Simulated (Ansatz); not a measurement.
# Pt-Ag-Pt stack of (111) layers: electron–phonon coupling and resistivity, part 2 of 2

Aim: how strongly do electrons couple to phonons in Pt-Ag-Pt stack of (111) layers, and what resistivity does that give?

Ansatz 0.2.0; DFT LDA, scalar-relativistic, plane waves, PAW.

So far. Step 5 (Phonons: q 2×2×1, k 8×8×1): Among the solved wavevectors the lowest mode, translations apart, is 25.3 cm⁻¹, so these are real on this k mesh. Step 6 (Resistivity: q 3×3×1, k 9×9×1, scattering 18×18×1): The run stops because a mode is imaginary on the scattering mesh, where no scattering rate is defined; denser k meshes, other smearings and, between solved wavevectors, finer q meshes show whether the instability is real.

## Step 7: Electron–phonon run: q 6×6×1, k 18×18×1, scattering 24×24×1

The next rung changes the q mesh, which sets the reach of the force constants and couplings; the k mesh of the density and its response; the scattering mesh, which samples the Fermi surface.

File input.yaml:

```yaml
crystal:
  lattice:
    - [2.6634166174, -2.6585e-06, 0.0]
    - [-1.3317060064, 2.3065877808, 0.0]
    - [0.0, 0.0, 33.2454533171]
  atoms:
    - { symbol: Pt, position: [0.0, 0.0, 0.1648407361] }
    - { symbol: Ag, position: [0.3333333333, 0.6666666667, 0.2364643648] }
    - { symbol: Pt, position: [0.6666666667, 0.3333333333, 0.3080879935] }
  periodic: [true, true, false]
kpoints:
  mp_grid: { grid: [18, 18, 1] }
hamiltonian:
  xc: lda
scf:
  occupations: { method: methfessel_paxton, width: 0.2 }
output:
  eigenvalues: true
phonons:
  method: dfpt
  qmesh: [6, 6, 1]
  temperatures: { t_max: 1000, t_step: 50 }
  qpath:
    path:
      - [0.0, 0.0, 0.0]
      - [0.5, 0.0, 0.0]
      - [0.33333333, 0.33333333, 0.0]
      - [0.0, 0.0, 0.0]
    npoints: 10
  electrical_resistivity:
    mesh: [24, 24, 1]
    temperatures: [20.0, 50.0, 77.0, 100.0, 150.0, 200.0, 300.0, 400.0, 600.0, 800.0]
```

Started as:

```bash
ansatz run input.yaml --threads 4 --pin off --max-ram 16384MiB --backend cpu --events-out ev --progress --plain --runs-dir out
```

Run time: 38 min. Hardware: 4 threads of Arm Neoverse V2, shared host; peak memory 4.4 GiB; 2.5 h of CPU time.

Numbers from this step:

```
zero point energy                                                              : 0.07047 eV/cell
share of imaginary modes in the plain interpolation between solved wavevectors : 0
highest frequency, solved or plainly interpolated                              : 253.8 cm⁻¹
cell height                                                                    : 33.24 Å
sheet resistance 300K                                                          : 69.98 Ω/square, mean in the plane
resistivity at 300 K                                                           : 23.27 μΩ cm, mean of the axes, of the whole cell with its vacuum
coupling constant λ                                                            : 0.3006
density of states at the Fermi level                                           : 1.009 states/eV a spin and cell
log mean phonon energy ħω_log                                                  : 10.93 meV
transport coupling constant λ_tr                                               : 0.4203, 0.4203, 0 (xx, yy, zz)
Drude plasma energy                                                            : 4.323, 4.323, 0 eV (xx, yy, zz), of the whole cell with its vacuum
second-moment phonon energy ħω₂                                                : 13.11 meV, from the broadened α²F curve
```

Solved on the 6×6×1 mesh alone; all other wavevectors are interpolated. The phonon branches at the labelled points (cm⁻¹):

```csv
point,branch 1,branch 2,branch 3,branch 4,branch 5,branch 6,branch 7,branch 8,branch 9
Γ,0,0,0,25,25,55,55,91,181
halfway,42,83,85,90,105,131,144,173,186
M,69,73,120,120,126,137,180,186,254
halfway,79,82,114,129,133,152,165,168,243
K,79,96,96,100,105,105,140,214,214
halfway,44,80,112,116,123,138,156,174,198
Γ,0,0,0,25,25,55,55,91,181
```

The Eliashberg function α²F has structure finer than the step of the table below, so its rows give means over 1 meV, whole bins alone (the curve runs from 0.123 to 31.4 meV). Peaks (meV: height): α²F 8.5: 0.270, 9.5: 0.287, 10.7: 0.444, 14.9: 0.178, 16.8: 0.244, 21.8: 0.202, 22.7: 0.192; α²F tr 8.5: 0.287, 9.5: 0.279, 10.7: 0.557, 14.9: 0.286, 16.8: 0.482, 21.8: 0.440, 22.7: 0.469.

The Eliashberg function α²F by phonon energy; means over each step:

```csv
phonon energy (meV),α²F,α²F tr
1,6.5e-4,5.4e-5
2,0.00202,3.1e-4
3,0.00360,0.00110
4,0.00656,0.00231
5,0.0131,0.00995
6,0.0303,0.0279
7,0.0526,0.0527
8,0.162,0.169
9,0.125,0.140
10,0.224,0.243
11,0.195,0.247
12,0.0244,0.0450
13,0.0217,0.0445
14,0.0504,0.106
15,0.107,0.170
16,0.0971,0.179
17,0.204,0.388
18,0.0798,0.131
19,0.0277,0.0573
20,0.0528,0.114
21,0.0776,0.170
22,0.143,0.327
23,0.103,0.262
24,0.00571,0.0173
25,4.3e-4,9.6e-4
26,3.0e-4,6.6e-4
27,3.7e-4,8.1e-4
28,7.7e-4,0.00161
29,0.00123,0.00236
30,0.00131,0.00182
```

Of the whole cell with its vacuum, so only the sheet resistance is a property of the layer; the means are those of the plane. Resistivity, by row:

```
T (K)  ρ_xx (μΩ cm)     ρ_yy  ρ_zz  ρ by Ziman's lowest order, mean  ρ by relaxation times, mean  within 2 % of the coarser mesh
   20       0.07481  0.07481     -                           0.1468                      0.08914                              no
   50         1.671    1.671     -                            2.142                        1.812                              no
   77         4.195    4.195     -                            4.794                        4.502                              no
  100         6.448    6.448     -                             7.12                        6.907                              no
  150          11.1     11.1     -                            12.02                        11.89                             yes
  200         15.43    15.43     -                            16.71                        16.55                             yes
  300         23.27    23.27     -                            25.72                        25.05                              no
  400         30.09    30.09     -                            34.34                        32.62                              no
  600         41.72    41.72     -                            50.57                        45.92                              no
  800         51.96    51.96     -                             65.8                        57.94                             yes
```

The cell's resistivity over its height. Sheet resistance, along x against temperature:

```
temperature (K)  sheet resistance, along x (Ω/square)
             20                                 0.225
             50                                  5.03
             77                                  12.6
            100                                  19.4
            150                                  33.4
            200                                  46.4
            300                                  70.0
            400                                  90.5
            600                                   126
            800                                   156
```

Some points of the scattering mesh along the symmetry lines, up to three branches each (those of largest λ), at most 39 rows; the frequencies are those of the scattering step, which can differ from the solved and plainly interpolated ones; single rows converge slowly. Mode couplings:

| q1 | q2 | q3 | branch | ħω (meV) | λ_q | half width (meV) |
| --- | --- | --- | --- | --- | --- | --- |
| 0.2083 | 0 | 0 | 1 | 4.64 | 0.0134 | 9.18e-4 |
| 0.2083 | 0 | 0 | 3 | 10.13 | 0.0102 | 0.0033 |
| 0.2083 | 0 | 0 | 6 | 15.57 | 0.0121 | 0.00929 |
| 0.4167 | 0 | 0 | 1 | 8.09 | 0.365 | 0.0756 |
| 0.4167 | 0 | 0 | 2 | 9.99 | 0.337 | 0.106 |
| 0.4167 | 0 | 0 | 5 | 16.21 | 0.0347 | 0.0289 |
| 0.4167 | 0.1667 | 0 | 1 | 9.99 | 0.154 | 0.0487 |
| 0.4167 | 0.1667 | 0 | 2 | 10.43 | 0.163 | 0.0561 |
| 0.4167 | 0.1667 | 0 | 4 | 16.91 | 0.104 | 0.0941 |
| 0.2083 | 0.2083 | 0 | 1 | 7.71 | 0.0771 | 0.0145 |
| 0.2083 | 0.2083 | 0 | 2 | 10.82 | 0.047 | 0.0175 |
| 0.2083 | 0.2083 | 0 | 7 | 21.49 | 0.0136 | 0.0199 |

Largest shares of lambda; single rows converge slowly. Strongest modes:

| q1 | q2 | q3 | star | branch | ħω (meV) | λ_q | half width (meV) |
| --- | --- | --- | --- | --- | --- | --- | --- |
| 0.04167 | 0.4583 | 0 | 12 | 2 | 9.434 | 0.2992 | 0.08443 |
| 0 | 0.4583 | 0 | 6 | 2 | 9.522 | 0.5363 | 0.1542 |
| 0.04167 | 0.4167 | 0 | 12 | 1 | 8.315 | 0.2457 | 0.05384 |
| 0.04167 | 0.375 | 0 | 12 | 2 | 10.29 | 0.2448 | 0.08219 |
| 0.04167 | 0.4167 | 0 | 12 | 2 | 9.782 | 0.2411 | 0.07313 |
| 0.04167 | 0.375 | 0 | 12 | 1 | 8.135 | 0.2303 | 0.04833 |
| 0 | 0.4583 | 0 | 6 | 1 | 8.384 | 0.4361 | 0.09718 |
| 0.04167 | 0.4583 | 0 | 12 | 1 | 8.578 | 0.2046 | 0.04774 |

300 K. The cumulative share of the conductivity, along x by mean free path:

| mean free path (nm) | cumulative share of the conductivity, along x |
| --- | --- |
| 3.16 | 0.00306 |
| 3.55 | 0.00813 |
| 3.98 | 0.00987 |
| 4.47 | 0.0152 |
| 5.01 | 0.0259 |
| 5.62 | 0.0293 |
| 6.31 | 0.0394 |
| 7.08 | 0.06 |
| 7.94 | 0.0939 |
| 8.91 | 0.203 |
| 10 | 0.317 |
| 11.2 | 0.443 |
| 12.6 | 0.641 |
| 14.1 | 0.838 |
| 15.8 | 0.890 |
| 17.8 | 0.930 |
| 19.9 | 0.947 |
| 22.4 | 0.961 |
| 25.1 | 0.978 |
| 28.2 | 0.997 |

Resistivity by mesh:

| mesh | T (K) | mean rho (μΩ cm) |
| --- | --- | --- |
| 24x24x1 | 20 | 0.07481 |
| 24x24x1 | 300 | 23.27 |
| 24x24x1 | 800 | 51.96 |
| 12x12x1 | 20 | 0.08028 |
| 12x12x1 | 300 | 22.28 |
| 12x12x1 | 800 | 51.65 |
| 6x6x1 | 20 | 0.06435 |
| 6x6x1 | 300 | 38.12 |
| 6x6x1 | 800 | 95.55 |

No LO-TO term; unit eigenvectors of the mass-weighted matrix. The modes at Γ (shares of kinetic energy by element, %):

| mode | frequency (cm⁻¹) | symmetry | Pt % | Ag % |
| --- | --- | --- | --- | --- |
| 1 | 0.0 | unnamed | 78 | 22 |
| 2 | 0.0 | unnamed | 78 | 22 |
| 3 | 0.0 | unnamed | 78 | 22 |
| 4 | 25.4 | Eg | 100 | 0 |
| 5 | 25.4 | Eg | 100 | 0 |
| 6 | 54.9 | Eu | 22 | 78 |
| 7 | 54.9 | Eu | 22 | 78 |
| 8 | 90.7 | A1g | 100 | 0 |
| 9 | 181.0 | A2u | 22 | 78 |

Displacements in mode 5 (25.4 cm⁻¹), the largest set to 1:
```
Pt1 -0.19 -1.00  0.00
Ag2  0.00  0.00  0.00
Pt3  0.19  1.00  0.00
```

Displacements in mode 6 (54.9 cm⁻¹), the largest set to 1:
```
Pt1  0.04 -0.28  0.00
Ag2 -0.13  1.00  0.00
Pt3  0.04 -0.28  0.00
```

The run reports squared frequencies that differ by up to 41 % between the solve mesh and the fine mesh. By its own test the run is not converged in the mesh. λ = 0.301 and 70.0 Ω per square at 300 K. By the run's own test λ moves by 24 % between its two finest scattering meshes.

## Step 8: Summary of results

| Quantity | Value |
| --- | --- |
| run | LDA, q 6×6×1, k 18×18×1, scattering 24×24×1 |
| coupling constant λ | 0.301 |
| log mean phonon energy ħω_log | 10.9 meV |
| states at the Fermi level | 1.01 states/eV/spin/cell |
| sheet resistance at 300 K | 70.0 Ω per square |
| change between its two finest scattering meshes | λ 24 %, resistivity at 300 K 4 % |
| time of that run | 38 min |

What this shows: On the last rung that gave a resistivity at the base settings (q 6×6×1, k 18×18×1, scattering 24×24×1), Pt-Ag-Pt stack of (111) layers has λ = 0.30 and a phonon-limited sheet resistance of 70.0 Ω per square at 300 K. The coupling constant from the curve is λ = 0.30; modes below 10.7 meV give half. The coupling is weak (λ = 0.30), so phonons raise the electrons' mass at the Fermi surface by about 30 %, if this value holds on finer meshes. By the run's own test λ moves by 24 % between the two scattering meshes. Values of ρ(T) under 50 K rest on the softest modes, mostly interpolated ones, and are the least sure of the table. The high-temperature form ρ = 2π k_B T λ_tr/(ħ ε₀ ω_p²) gives 27.2 μΩ cm along x at 300 K, against 23.3 from the Boltzmann equation. Ziman's lowest order at 300 K, 25.7, lies between: the step down to it comes mostly from the finite phonon energies, and the full solution lies lower still, since it lets the current shift to the states that scatter least. The three lowest branches give 66 % of λ. By the run's own test, which takes the component that moves most, the resistivity at 300 K moves by 4 % between its two finest scattering meshes; this does not test the q and k meshes. In the run quoted no mode is imaginary at the wavevectors of the 6×6×1 mesh; another run of the session found or stopped at an imaginary mode. A coarser run stopped at an imaginary mode, so the soft modes hang on the meshes. Only scattering by harmonic phonons counts; impurities, grain boundaries and thermal expansion are left out. The resistivity belongs to the whole cell, vacuum included; the sheet resistance is the quantity that does not depend on the vacuum. Spin–orbit coupling, left out here, matters for Pt. The c of the given cell is the typed one; the program laid its own vacuum and ran the layer in a cell 33.2 Å high. The structure was built by hand as an ordered model, and its stability against other phases was not tested.

[Logs are printed without paths, hosts, clocks, repeated set-up lines and the standing remarks that a program may print on its own settings, such as how far it seeks lower states.]

[Hosts, paths, dates, database ids (printed as entryN), source tags and the programs' standing remarks are cut or masked in the printed files.]
